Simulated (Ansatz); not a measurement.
**ScBiO3 (C2/c): the LDA gap against the wavefunction cutoff**

How far can the wavefunction cutoff be lowered for the gap of ScBiO3 (C2/c)?

Main program and level: Ansatz 0.2.0; DFT, LDA, plane waves, PAW; PAW set soft_1.

## 1. Set-up

It takes space group C2/c (No. 15, monoclinic). Conventional cell: a = 9.981 Å, b = 5.894 Å, c = 10.143 Å, α = 90.00°, β = 108.92°, γ = 90.00°. Nearest to Sc lie 6 O at 2.10 to 2.16 Å. Sc has 6 O at 2.08 to 2.19 Å nearest. Bi has 4 O at 2.17 to 2.58 Å nearest. O has 2 Sc at 2.10 to 2.19 Å and 1 Bi at 2.17 Å nearest. Nearest to O lie 2 Sc at 2.14 Å and 2 Bi at 2.20 to 2.58 Å. Nearest to O lie 2 Sc at 2.08 to 2.16 Å and 1 Bi at 2.20 Å. Farther neighbours and most contacts between anions are not listed.

The cell is the Materials Project's (PBE, PBE+U or r2SCAN) relaxed one; the ions were relaxed with LDA. Spin-orbit coupling is left out unless a step names it.

## 2. Wavefunction cutoff: 190 eV

input.yaml reads:

```yaml
crystal:
  lattice:
    - [4.990429, -2.946812, 0.0]
    - [4.990429, 2.946812, 0.0]
    - [-3.288007, 0.0, 9.594851]
  atoms:
    - { symbol: Sc, position: [0.5, 0.0, 0.0] }
    - { symbol: Sc, position: [0.7467744295, 0.2532255705, 0.75] }
    - { symbol: Sc, position: [0.0, 0.5, 0.5] }
    - { symbol: Sc, position: [0.2532255705, 0.7467744295, 0.25] }
    - { symbol: Bi, position: [0.3068079702, 0.9668261159, 0.6377382856] }
    - { symbol: Bi, position: [0.9668261159, 0.3068079702, 0.1377382856] }
    - { symbol: Bi, position: [0.6931920298, 0.0331738841, 0.3622617144] }
    - { symbol: Bi, position: [0.0331738841, 0.6931920298, 0.8622617144] }
    - { symbol: O, position: [0.1733092497, 0.1188896856, 0.8377623058] }
    - { symbol: O, position: [0.7310255316, 0.1042719339, 0.9161184122] }
    - { symbol: O, position: [0.6309143319, 0.687847841, 0.3621311594] }
    - { symbol: O, position: [0.8811103144, 0.8266907503, 0.6622376942] }
    - { symbol: O, position: [0.312152159, 0.3690856681, 0.1378688406] }
    - { symbol: O, position: [0.3690856681, 0.312152159, 0.6378688406] }
    - { symbol: O, position: [0.1042719339, 0.7310255316, 0.4161184122] }
    - { symbol: O, position: [0.8957280661, 0.2689744684, 0.5838815878] }
    - { symbol: O, position: [0.8266907503, 0.8811103144, 0.1622376942] }
    - { symbol: O, position: [0.687847841, 0.6309143319, 0.8621311594] }
    - { symbol: O, position: [0.2689744684, 0.8957280661, 0.0838815878] }
    - { symbol: O, position: [0.1188896856, 0.1733092497, 0.3377623058] }
kpoints:
  mp_grid: { grid: [6, 6, 4] }
  band_path:
    path:
      - [0.0, 0.0, 0.0]
      - [-0.34740707, 0.34740707, 0.0]
      - [-0.65259293, -0.34740707, 0.0]
      - [-0.5, -0.5, 0.0]
      - [-0.5, -0.5, 0.5]
      - [-0.68366665, -0.31633335, 0.5]
      - [-0.31633335, 0.31633335, 0.5]
      - [0.0, 0.0, 0.5]
      - [-0.5, 0.0, 0.5]
      - [-0.530518586, -0.469481414, 0.0]
    npoints: 1
hamiltonian:
  xc: lda
  pseudopotentials: { kind: paw, azcp: { folder: soft_1 }, xc_functional: pbe }
scf:
  occupations: { method: fermi_dirac, width: 0.02 }
  n_extra_bands: 10
  max_iter: 80
output:
  eigenvalues: true
  forces: true
  stress: true
basis:
  ecutwfc: 190.0
```

Command:

```bash
$ ansatz run input.yaml --threads 24 --pin off --max-ram 82944MiB --backend cuda --events-out ev --progress --plain --runs-dir out --devices 1 --max-vram 78GiB
```

Numbers of over 12 decimals in the logs are rounded to 6 here.

Output:

```text
Warning: basis.ecutwfc = 190 eV is below the records' recommended 420 eV, and the density's cutoff is lower with it unless basis.ecutrho_ratio is high enough to keep the records' density cutoff: compare with a run at a higher cutoff
scf.n_extra_bands = 10 over 88 filled bands (N_el = 176.0): the run solves 98 bands
GPUs: using 1 of 1 available (devices: 1).
Engine: ansatz 0.2.0, aarch64-unknown-linux-gnu
Pseudopotentials: kind: paw
Pseudopotential: Sc, paw, valence charge 11, recommended cutoff 420 eV (normal), soft_1/Sc.paw.azcp
Pseudopotential: Bi, paw, valence charge 15, recommended cutoff 420 eV (normal), soft_1/Bi.paw.azcp
Pseudopotential: O, paw, valence charge 6, recommended cutoff 420 eV (normal), soft_1/O.paw.azcp
Functional definition: SPW92
  exchange = slater_x
  correlation = pw_c
[...]
Crystal: 20 atoms, lattice volume = 282.201 Å³
Basis set: ecut = 190 eV, 1701 PW (Γ)
Bands: 98, of which v1, the nominal top of the filled ones, is band 88 counted from 1 (87 counted from 0)
Symmetry: 4 space group operations
Space group: C2/c (ITA 15), of the structure as read, at distance tolerance 6.6e-5 Å
k-points: 47 of 144
Non-local potential: Sc, projectors of the file, l = 0: 3, l = 1: 2, l = 2: 3, l = 3: 1
Non-local potential: Bi, projectors of the file, l = 0: 2, l = 1: 2, l = 2: 2, l = 3: 1
Non-local potential: O, projectors of the file, l = 0: 2, l = 1: 2, l = 2: 1
PAW form: soft (Blöchl's): semilocal exchange-correlation on the pseudo side does not see the compensation charge
PAW frozen core: Sc, regenerated for the run's functional, and the local potential with it (the file was generated under x = pbe(κ = 0.804, μ = 0.219515), c = pbe(β = 0.066725))
PAW frozen core: Bi, regenerated for the run's functional, and the local potential with it (the file was generated under x = pbe(κ = 0.804, μ = 0.219515), c = pbe(β = 0.066725))
PAW frozen core: O, regenerated for the run's functional, and the local potential with it (the file was generated under x = pbe(κ = 0.804, μ = 0.219515), c = pbe(β = 0.066725))
PAW one-centre angular grid: Sc, 590 points (default); XC on 64 Gauss nodes
PAW one-centre angular grid: Bi, 590 points (default); XC on 64 Gauss nodes
PAW one-centre angular grid: O, 110 points (default); XC on 64 Gauss nodes
Initial density: superposition of atomic densities (chi_scale 0.1, normalization cell, long waves kept (reshape's long-wave potential 0.01 eV rms))
Initial wavefunctions: pseudopotential atomic-orbital guess
[...]
Functional: x = slater, c = lda
SCF iter   1: F=—  HF=-63288.422772 eV  |F-HF|=—  |Δ(HF+E_count)|=         —  Δρ=1.63e-1  dr2=3.69e1  ethr=3.10e-3  ⟨swp⟩=5.0  Hψ=17599  notcnv=0
preconditioner: auto → Resta (q_TF=auto, 2.522 Å⁻¹)  ε∞=4.7  [insulator: Δε(μ)=2.169 eV  Ē_g=13.767 eV  σ=0.020 eV  W_gap=1.00  n_scr=76 (ndim 8)  ℏωp=26.5 eV  f_vac=0.000  D(μ)=0.00/eV (n_scr^D=0)  ε∞_Penn≈4.7]
SCF iter   2: F=—  HF=-63277.434288 eV  |F-HF|=—  |Δ(HF+E_count)|=    1.10e1  Δρ=5.85e-2  dr2=6.26e0  ethr=3.10e-3  ⟨swp⟩=3.3  Hψ=9478  notcnv=0  defer=195
SCF iter   3: F=—  HF=-63275.765753 eV  |F-HF|=—  |Δ(HF+E_count)|=    1.67e0  Δρ=3.24e-2  dr2=1.58e0  ethr=3.10e-3  ⟨swp⟩=2.0  Hψ=6380  notcnv=0  defer=195
SCF iter   4: F=—  HF=-63275.188159 eV  |F-HF|=—  |Δ(HF+E_count)|=   5.78e-1  Δρ=1.19e-2  dr2=2.32e-1  ethr=8.99e-4  ⟨swp⟩=2.9  Hψ=6435  notcnv=0  defer=195
SCF iter   5: F=—  HF=-63275.094677 eV  |F-HF|=—  |Δ(HF+E_count)|=   9.35e-2  Δρ=3.01e-3  dr2=2.32e-2  ethr=1.32e-4  ⟨swp⟩=3.1  Hψ=7218  notcnv=0  defer=208
SCF iter   6: F=—  HF=-63275.088334 eV  |F-HF|=—  |Δ(HF+E_count)|=   6.34e-3  Δρ=5.60e-4  dr2=1.43e-3  ethr=1.32e-5  ⟨swp⟩=2.8  Hψ=7251  notcnv=0  defer=206
[...]
SCF iter   9: F=—  HF=-63275.088843 eV  |F-HF|=—  |Δ(HF+E_count)|=   1.04e-3  Δρ=4.49e-5  dr2=5.87e-6  ethr=5.66e-9  ⟨swp⟩=2.0  Hψ=7011  notcnv=0  defer=206
SCF iter  10: F=—  HF=-63275.088842 eV  |F-HF|=—  |Δ(HF+E_count)|=   9.83e-7  Δρ=1.31e-5  dr2=5.47e-7  ethr=3.33e-9  ⟨swp⟩=2.0  Hψ=6028  notcnv=0  defer=206
SCF iter  11: F=-63275.088842 eV  HF=-63275.088842 eV  |F-HF|=2.03e-8  |Δ(HF+E_count)|=   7.80e-8  Δρ=2.99e-6  dr2=3.05e-8  ethr=5.68e-11  ⟨swp⟩=12.2  Hψ=21523  notcnv=0
SCF 1 converged in 11 iterations: F = -63275.088842 eV  dr2 = 3.05e-8
[...]
NSCF: frozen V_eff on 10 k-points
SCF converged after 11 iterations
Free energy (F): -63275.088842 eV
Harris-Foulkes:  -63275.088842 eV  (|F-HF|=2.03e-8)
Internal energy: -63275.088842 eV  (E = F + TS)
E sigma→0 (E₀):  -63275.088842 eV
Fermi energy:    10.188272 eV
--- Per-component energies (eV) ---
  E_band       = -1028.312171
  E_kinetic    = 4123.881304
  E_local      = -11813.831908  (includes V_loc(G=0)·N_el)
  E_nonlocal   = 2573.292268
  E_hartree    = 4250.040979
  E_xc         = -1881.095473
  E_vxc        = -2153.704653  (∫ρ·V_xc dr)
  E_paw        = -46859.482950  (= ΣΔE_a)
  E_vpaw       = -2258.157476  (= ΣTr[D̂ρ^β])
  E_aug_tail   = 0.123887  (compensation charges beyond the density's cutoff)
  E_ewald      = -13670.380415
  E_core_change = 2.363466  (= ΣΔE_core)
  E_smearing   = -0.000000  (= −TS)
  E_closure    = -0.000000  (closes the sum)
  Σ components = -63275.088842   (vs F -63275.088842, Δ=0.00e0)
--- Forces (eV/Å), atoms counted from 1 ---
  atom   1  Sc    -0.00000000     0.00000000     0.00000000
  atom   2  Sc     0.00000000    -0.71993871     0.00000000
  atom   3  Sc    -0.00000000     0.00000000     0.00000000
  atom   4  Sc     0.00000000     0.71993871     0.00000000
  atom   5  Bi    -0.51695153    -2.14635434    -1.45660347
  atom   6  Bi    -0.51695153     2.14635434    -1.45660347
  atom   7  Bi     0.51695153     2.14635434     1.45660347
  atom   8  Bi     0.51695153    -2.14635434     1.45660347
  atom   9  O     -0.16307454     0.64456135     1.33375942
  atom  10  O      0.35991722     1.96592201     0.47800284
  atom  11  O     -1.27655498    -0.48653333     0.26103112
  atom  12  O      0.16307454     0.64456135    -1.33375942
  atom  13  O      1.27655498    -0.48653333    -0.26103112
  atom  14  O      1.27655498     0.48653333    -0.26103112
  atom  15  O      0.35991722    -1.96592201     0.47800284
  atom  16  O     -0.35991722     1.96592201    -0.47800284
  atom  17  O      0.16307454    -0.64456135    -1.33375942
  atom  18  O     -1.27655498     0.48653333     0.26103112
  atom  19  O     -0.35991722    -1.96592201    -0.47800284
  atom  20  O     -0.16307454    -0.64456135     1.33375942
  max |Σ_I F_I| component: 2.22e-16 eV/Å
--- Stress (GPa, compression-positive) ---
       -4.036141       0.000000      -1.417028
        0.000000       1.387198       0.000000
       -1.417028       0.000000      -7.026981
  P = ⅓ Tr σ = -3.2253 GPa (-32.253 kbar)
--- Band table (eV; the first three rows and the last of 47) ---
  k-point 0: bands = ["-39.0211", "-39.0201", "-39.0077", "-39.0073", "-17.8490", "-17.8196", "-17.8037", "-17.7643", "-17.7558", "-17.7480", "-17.7347", "-17.6979", "-17.6920", "-17.6915", "-17.6797", "-17.6707", "-14.0976", "-14.0896", "-14.0890", "-14.0686", "-14.0670", "-14.0521", "-14.0245", "-13.9969", "-13.9438", "-13.9366", "-13.9311", "-13.9180", "-13.8964", "-13.8803", "-13.8743", "-13.8431", "-13.8139", "- [...]
  k-point 1: bands = ["-39.0209", "-39.0204", "-39.0077", "-39.0074", "-17.8217", "-17.8163", "-17.7951", "-17.7748", "-17.7585", "-17.7436", "-17.7344", "-17.7148", "-17.7048", "-17.6861", "-17.6788", "-17.6604", "-14.0998", "-14.0902", "-14.0672", "-14.0651", "-14.0491", "-14.0438", "-14.0247", "-14.0170", "-13.9646", "-13.9390", "-13.9368", "-13.9191", "-13.8946", "-13.8886", "-13.8513", "-13.8407", "-13.7994", "- [...]
  k-point 2: bands = ["-39.0206", "-39.0206", "-39.0074", "-39.0074", "-17.7986", "-17.7986", "-17.7673", "-17.7673", "-17.7536", "-17.7536", "-17.7075", "-17.7075", "-17.6962", "-17.6962", "-17.6639", "-17.6639", "-14.0809", "-14.0809", "-14.0441", "-14.0441", "-14.0071", "-14.0071", "-13.9874", "-13.9874", "-13.9361", "-13.9361", "-13.8926", "-13.8926", "-13.8734", "-13.8734", "-13.8431", "-13.8431", "-13.7646", "- [...]
  k-point 46: bands = ["-39.0202", "-39.0202", "-39.0075", "-39.0075", "-17.8011", "-17.8011", "-17.7500", "-17.7500", "-17.7248", "-17.7248", "-17.7159", "-17.7159", "-17.6714", "-17.6714", "-17.6527", "-17.6527", "-14.0460", "-14.0460", "-14.0096", "-14.0096", "-13.9621", "-13.9621", "-13.9258", "-13.9258", "-13.8958", "-13.8958", "-13.8704", "-13.8704", "-13.8244", "-13.8244", "-13.8188", "-13.8188", "-13.7885", " [...]
```

The job ended after 2 s (1 × NVIDIA GB200 (shared by 2 runs) with 24 threads of Arm Neoverse V2, shared host; peak memory 1.1 GiB; 12 s of CPU time).

Numbers from this step:

```yaml
pressure: -3.225 GPa
gap: 2.870 eV
valence_top_at: k = (0.333, -0.500, 0.250)
conduction_bottom_at: Y_2
least_direct_gap: 2.909 eV
```

The gap is indirect, with the least direct gap 0.04 eV higher.

## 3. Wavefunction cutoff: 290 eV

Changes to input.yaml since step 2:

```diff
@@ -45,3 +45,3 @@
 scf:
-  occupations: { method: fermi_dirac, width: 0.02 }
+  occupations: { method: fixed }
   n_extra_bands: 10
@@ -53,2 +53,2 @@
 basis:
-  ecutwfc: 190.0
+  ecutwfc: 290.0
```

Output:

```text
[...]
GPUs: using 1 of 1 available (devices: 1).
[...]
Crystal: 20 atoms, lattice volume = 282.201 Å³
Basis set: ecut = 290 eV, 3153 PW (Γ)
Bands: 98, of which v1, the nominal top of the filled ones, is band 88 counted from 1 (87 counted from 0)
[... 1 set-up line as in the run before ...]
[...]
k-points: 47 of 144
[...]
atom  19  O      0.03126647     0.07996171     0.04782705
  atom  20  O      0.03400076     0.01972913    -0.11176584
  max |Σ_I F_I| component: 2.08e-17 eV/Å
--- Stress (GPa, compression-positive) ---
       -7.451327       0.000000      -0.043773
        0.000000      -6.285171       0.000000
       -0.043773       0.000000      -7.904543
  P = ⅓ Tr σ = -7.2137 GPa (-72.137 kbar)
--- Band table (eV; the first three rows and the last of 47) ---
[...]
[key lines of the parts left out:]
SCF converged after 11 iterations
Free energy (F): -63381.981755 eV
Fermi energy:    8.510676 eV
```

Elapsed: 2.2 s, on 1 × NVIDIA GB200 (shared by 2 runs) with 24 threads; peak memory 1.1 GiB.

Numbers from this step:

* pressure: -7.214 GPa
* gap: 2.821 eV
* valence top at: k = (-0.500, 0.000, 0.500)
* conduction bottom at: Y_2
* least direct gap: 2.988 eV

The gap is 2.821 eV, −0.049 eV from the run before at this level.

## 4. Wavefunction cutoff: 420 eV (the default)

Changes to input.yaml since step 3:

```diff
@@ -30,13 +30,7 @@
     path:
-      - [0.0, 0.0, 0.0]
-      - [-0.34740707, 0.34740707, 0.0]
-      - [-0.65259293, -0.34740707, 0.0]
-      - [-0.5, -0.5, 0.0]
-      - [-0.5, -0.5, 0.5]
-      - [-0.68366665, -0.31633335, 0.5]
-      - [-0.31633335, 0.31633335, 0.5]
-      - [0.0, 0.0, 0.5]
-      - [-0.5, 0.0, 0.5]
-      - [-0.530518586, -0.469481414, 0.0]
-    npoints: 1
+      - [[0.0, 0.0, 0.0], [-0.34740707, 0.34740707, 0.0]]
+      - [[-0.65259293, -0.34740707, 0.0], [-0.5, -0.5, 0.0], [0.0, 0.0, 0.0], [-0.5, -0.5, 0.5], [-0.68366665, -0.31633335, 0.5]]
+      - [[-0.31633335, 0.31633335, 0.5], [0.0, 0.0, 0.5], [0.0, 0.0, 0.0]]
+      - [[-0.5, 0.0, 0.5], [0.0, 0.0, 0.0], [-0.5, 0.0, 0.0]]
+    npoints: 10
 hamiltonian:
@@ -45,5 +39,4 @@
 scf:
-  occupations: { method: fixed }
+  occupations: { method: fermi_dirac, width: 0.02 }
   n_extra_bands: 10
-  max_iter: 80
 output:
@@ -52,3 +45 @@
   stress: true
-basis:
-  ecutwfc: 290.0
```

Output:

```text
[...]
GPUs: using 1 of 1 available (devices: 1).
[...]
Crystal: 20 atoms, lattice volume = 282.201 Å³
Basis set: ecut = 420 eV, 5505 PW (Γ)
Bands: 98, of which v1, the nominal top of the filled ones, is band 88 counted from 1 (87 counted from 0)
[... 1 set-up line as in the run before ...]
[...]
k-points: 47 of 144
[...]
atom  19  O     -0.00173465    -0.00055743     0.00093151
  atom  20  O     -0.00210867    -0.00169231     0.00206621
  max |Σ_I F_I| component: 0.00e0 eV/Å
--- Stress (GPa, compression-positive) ---
       -7.538204       0.000000      -0.016541
        0.000000      -6.404188       0.000000
       -0.016541       0.000000      -7.907083
  P = ⅓ Tr σ = -7.2832 GPa (-72.832 kbar)
--- Band table (eV; the first three rows and the last of 47) ---
[...]
[key lines of the parts left out:]
SCF converged after 11 iterations
Free energy (F): -63388.594855 eV
Fermi energy:    9.934302 eV
```

It took 3 s on 1 × NVIDIA GB200 (shared by 2 runs) with 24 threads; peak memory 1.1 GiB.

This step gave:

```
pressure             : -7.283 GPa
gap                  : 2.832 eV
valence top at       : L_2
conduction bottom at : Y_2
least direct gap     : 2.990 eV
```

The gap is 2.832 eV, +0.011 eV from the run before at this level.

## 5. Wavefunction cutoff: 630 eV

Changes to input.yaml since step 4:

```diff
@@ -30,7 +30,13 @@
     path:
-      - [[0.0, 0.0, 0.0], [-0.34740707, 0.34740707, 0.0]]
-      - [[-0.65259293, -0.34740707, 0.0], [-0.5, -0.5, 0.0], [0.0, 0.0, 0.0], [-0.5, -0.5, 0.5], [-0.68366665, -0.31633335, 0.5]]
-      - [[-0.31633335, 0.31633335, 0.5], [0.0, 0.0, 0.5], [0.0, 0.0, 0.0]]
-      - [[-0.5, 0.0, 0.5], [0.0, 0.0, 0.0], [-0.5, 0.0, 0.0]]
-    npoints: 10
+      - [0.0, 0.0, 0.0]
+      - [-0.34740707, 0.34740707, 0.0]
+      - [-0.65259293, -0.34740707, 0.0]
+      - [-0.5, -0.5, 0.0]
+      - [-0.5, -0.5, 0.5]
+      - [-0.68366665, -0.31633335, 0.5]
+      - [-0.31633335, 0.31633335, 0.5]
+      - [0.0, 0.0, 0.5]
+      - [-0.5, 0.0, 0.5]
+      - [-0.530518586, -0.469481414, 0.0]
+    npoints: 1
 hamiltonian:
@@ -39,4 +45,5 @@
 scf:
-  occupations: { method: fermi_dirac, width: 0.02 }
+  occupations: { method: fixed }
   n_extra_bands: 10
+  max_iter: 80
 output:
@@ -45 +52,3 @@
   stress: true
+basis:
+  ecutwfc: 630.0
```

Output:

```text
[...]
GPUs: using 1 of 1 available (devices: 1).
[...]
Crystal: 20 atoms, lattice volume = 282.201 Å³
Basis set: ecut = 630 eV, 10115 PW (Γ)
Bands: 98, of which v1, the nominal top of the filled ones, is band 88 counted from 1 (87 counted from 0)
[... 1 set-up line as in the run before ...]
[...]
k-points: 47 of 144
[...]
atom  19  O     -0.00129406    -0.00086688     0.00161150
  atom  20  O     -0.00087801    -0.00154393     0.00113069
  max |Σ_I F_I| component: 0.00e0 eV/Å
--- Stress (GPa, compression-positive) ---
       -7.531403       0.000000      -0.016073
        0.000000      -6.394141       0.000000
       -0.016073       0.000000      -7.900556
  P = ⅓ Tr σ = -7.2754 GPa (-72.754 kbar)
--- Band table (eV; the first three rows and the last of 47) ---
[...]
[key lines of the parts left out:]
SCF converged after 11 iterations
Free energy (F): -63388.658873 eV
Fermi energy:    8.503938 eV
```

The job ended after 2.6 s (1 × NVIDIA GB200 (shared by 2 runs) with 24 threads; peak memory 1.2 GiB).

This step gave:

```yaml
pressure: -7.275 GPa
gap: 2.832 eV
valence_top_at: k = (-0.500, 0.000, 0.500)
conduction_bottom_at: Y_2
least_direct_gap: 2.991 eV
```

The gap is 2.832 eV, as in the run before at this level.

## 6. The series

Differences are against the last row; a negative gap means that bands overlap, and a run with a band path holds that path's time. Times are wall times on 1 × NVIDIA GB200 (shared by 2 runs) with 24 threads of Arm Neoverse V2, shared host, good to a factor of about two.

| wavefunction cutoff | gap (eV) | direct gap (eV) | gap error (eV) | energy error (meV/atom) | irreducible k | time |
| --- | --- | --- | --- | --- | --- | --- |
| 190 eV | 2.870 | 2.909 | +0.038 | +5678.5 | 47 | 2 s |
| 290 eV | 2.821 | 2.988 | −0.011 | +333.9 | 47 | 2.2 s |
| 420 eV | 2.832 | 2.990 | −0.0001 | +3.2 | 47 | 3 s |
| 630 eV | 2.832 | 2.991 | +0.000 | +0.0 | 47 | 2.6 s |

## 7. Results

```yaml
190_ev: 2.870 eV
290_ev: 2.821 eV
420_ev: 2.832 eV
630_ev: 2.832 eV
```

What this shows: The gap holds to 0.02 eV from 290 eV on. At 190 eV the gap is off by +0.038 eV and the energy by +5679 meV/atom.

[Paths, hosts, dates, memory and timing lines, banners, echoed tables and standing remarks are left out of the program output.]

[Logs are printed without paths, hosts, clocks, repeated set-up lines and the standing remarks that a program may print on its own settings, such as how far it seeks lower states.]

[Runs of the session that timed out or met a known fault of the program may be left out.]

[Cells called generated may have been cut or substituted from an entry of the Crystallography Open Database or the Materials Project.]

[Hosts, paths, dates, database ids (printed as entryN), source tags and the programs' standing remarks are cut or masked in the printed files.]
